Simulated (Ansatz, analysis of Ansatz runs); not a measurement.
# AlBO3 (R-3c), nudged elastic band: Li_i hop between interstitial places (q = +1), part 2 of 4

Wanted: path and barrier of a jump of Li in AlBO3 (R-3c) at charge +1. The case: Li_i hop between interstitial places, in a cell of 80 host atoms with 1 Li put in.

Ansatz 0.2.0; plane-wave PAW DFT, PBEsol; nudged elastic band between two relaxed defect structures at fixed charge in a uniform background.

So far: The starting structure; Relaxation of the start point, charge +1.

### Step 3. Relaxation of the end point, charge +1

Level of this step: plane-wave PAW DFT, PBEsol; relaxation of all atoms of a defect supercell at fixed charge in a uniform background (Ansatz).

The end point is relaxed in the same cell and settings, so that the two energies compare. Atoms more than 3.2 Å from the middle of the hop start where the first relaxation left them, the nearer ones on or close to their ideal places, with small random displacements.

The input, qp1.end/input.yaml:

```yaml
crystal:
  lattice:
    - [4.47530425, 2.58381811, 9.15826506]
    - [-4.47530425, 2.58381811, 9.15826506]
    - [0.0, -5.16763623, 9.15826506]
  atoms:
    - { symbol: Al, position: [-5.43e-05, -8.484e-05, -0.00026397] }
    - { symbol: Al, position: [0.25, 0.25, 0.25] }
[... 1 atom line left out ...]
    - { symbol: B, position: [0.375, 0.375, 0.375] }
    - { symbol: O, position: [0.125, 0.47063163, 0.27936837] }
    - { symbol: O, position: [0.47063163, 0.27936837, 0.125] }
    - { symbol: O, position: [0.22063163, 0.375, 0.02936837] }
[... 6 atom lines left out ...]
    - { symbol: B, position: [0.375, 0.375, 0.875] }
[... 8 atom lines left out ...]
    - { symbol: B, position: [0.125, 0.625, 0.125] }
[... 4 atom lines left out ...]
    - { symbol: O, position: [0.375, 0.52936837, 0.22063163] }
[... 11 atom lines left out ...]
    - { symbol: O, position: [0.27936837, 0.625, 0.97063163] }
[... 2 atom lines left out ...]
    - { symbol: B, position: [0.625, 0.125, 0.125] }
[... 17 atom lines left out ...]
    - { symbol: Al, position: [0.5, 0.5, 0.0] }
[... 19 atom lines left out ...]
    - { symbol: Li, position: [0.4413, 0.4413, -0.0587] }
total_charge: 1
basis:
  ecutwfc: 420
  xc_grid: 2
hamiltonian:
  xc: pbesol
kpoints:
  mp_grid: { grid: [1, 1, 1], shift: [0.25, 0.25, 0.25] }
scf:
  occupations: { method: fixed }
  max_iter: 100
output:
  forces: true
relax:
  f_tol: 0.02
  max_steps: 70
  random_displacement: { amplitude: 0.01, seed: 5733 }
```

Command:

```console
$ ansatz run input.yaml --threads 4 --pin off --max-ram 14131MiB --backend cpu --events-out ev --progress --plain --runs-dir out
```

Numbers of over 12 decimals in the logs are rounded to 6 here.

Output:

```text
[...]
Crystal: 81 atoms, lattice volume = 635.403 Å³
Basis set: ecut = 420 eV, 12439 PW (Γ), exchange–correlation on 144×144×144 points (8 copies of the dense FFT grid, shifted against one another)
Bands: 274, of which v1, the nominal top of the filled ones, is band 193 counted from 1 (192 counted from 0)
Symmetry: 1 space group operations
k-points: 1
[...]
SCF iter   1: F=—  HF=-38064.601100 eV  |F-HF|=—  |Δ(HF+E_count)|=         —  Δρ=9.39e-3  dr2=4.79e-1  ethr=1.77e-3  ⟨swp⟩=5.0  Hψ=890  notcnv=0  defer=77
[...]
SCF iter   6: F=-38064.449386 eV  HF=-38064.449387 eV  |F-HF|=2.65e-7  |Δ(HF+E_count)|=   3.06e-5  Δρ=2.39e-5  dr2=2.32e-6  ethr=2.59e-9  ⟨swp⟩=3.0  Hψ=910  notcnv=0
SCF 1 converged in 6 iterations: F = -38064.449386 eV  dr2 = 2.32e-6
[...]
[... 19 atoms left out ...]
  atom  81  Li    -0.00024291     0.00001376     0.00295965
  max |Σ_I F_I| component: 5.41e-5 eV/Å
--- Relaxed structure (7 steps of the walk, 7 accepted, 0 SCFs on fresh bases) ---
  F+E_penalty+E_count = -38067.67213677 eV   max|allowed force component| = 1.234e-2 eV/Å
  atoms:
    - { symbol: Al, position: [0.000357, 0.000153, 0.000830] }
    - { symbol: Al, position: [0.247192, 0.245898, 0.256151] }
    [... 2 atoms left out ...]
    - { symbol: O, position: [0.126430, 0.469627, 0.278485] }
    - { symbol: O, position: [0.470768, 0.281735, 0.125821] }
    - { symbol: O, position: [0.219884, 0.372785, 0.024993] }
    [... 15 atoms left out ...]
    - { symbol: B, position: [0.125426, 0.625242, 0.126066] }
    [... 4 atoms left out ...]
    - { symbol: O, position: [0.375073, 0.531093, 0.224295] }
    [... 11 atoms left out ...]
    - { symbol: O, position: [0.281936, 0.625834, 0.970540] }
    [... 2 atoms left out ...]
    - { symbol: B, position: [0.626285, 0.125225, 0.125234] }
    [... 17 atoms left out ...]
    - { symbol: Al, position: [0.508428, 0.508251, 0.008220] }
    [... 19 atoms left out ...]
    - { symbol: Li, position: [0.427513, 0.427281, -0.072730] }
[key lines of the parts left out:]
SCF converged after 5 iterations
Free energy (F): -38067.672137 eV
Fermi energy:    7.238744 eV
```

The job ended after 40 s (4 threads of Arm Neoverse V2, shared host; peak memory 1.2 GiB).

Step by step:

| step | energy less that of the first step (eV) | largest force component (eV/Å) |
| --- | --- | --- |
| 1 | 0.0000 | 9.8970 |
| 2 | -1.4592 | 7.2556 |
| 3 | -2.9777 | 2.4953 |
| 4 | -3.1719 | 0.9218 |
| 5 | -3.2161 | 0.4112 |
| 6 | -3.2223 | 0.0425 |
| 7 | -3.2228 | 0.0123 |

The atoms that moved most (Å, from the sites as typed, ahead of the random displacement):

| atom | dx | dy | dz | length |
| --- | --- | --- | --- | --- |
| Li81 | 0.000 | 0.000 | -0.384 | 0.384 |
| B14 | 0.000 | 0.000 | -0.365 | 0.365 |
| Al61 | 0.000 | 0.000 | 0.227 | 0.227 |
| O17 | -0.013 | -0.019 | -0.076 | 0.080 |
| O38 | 0.012 | -0.019 | -0.075 | 0.079 |
| O7 | 0.006 | 0.014 | -0.068 | 0.070 |
| O59 | -0.015 | -0.002 | -0.068 | 0.069 |
| O47 | 0.017 | 0.000 | 0.049 | 0.052 |

Neighbours of Li81 at the end:

| atom | distance (Å) |
| --- | --- |
| O55 | 1.777 |
| O6 | 1.777 |
| O40 | 1.777 |
| B14 | 1.802 |
| O59 | 2.033 |
| O38 | 2.033 |
| O7 | 2.033 |
| Al61 | 2.224 |

This step gave:

* free energy: -38067.6721 eV
* r.m.s. move of the farther half of the atoms: 0.01329 Å
* largest move from the ideal geometry of this structure, a common shift of the far atoms taken out: 0.3923 Å

The relaxation gained 3.223 eV and ended with a largest force component of 0.012 eV/Å. The end lies within 1 meV of the start.

[end of part 2 of 4]

[Logs are printed without paths, hosts, clocks, repeated set-up lines and the standing remarks that a program may print on its own settings, such as how far it seeks lower states.]

[Hosts, paths, dates, database ids (printed as entryN), source tags and the programs' standing remarks are cut or masked in the printed files.]
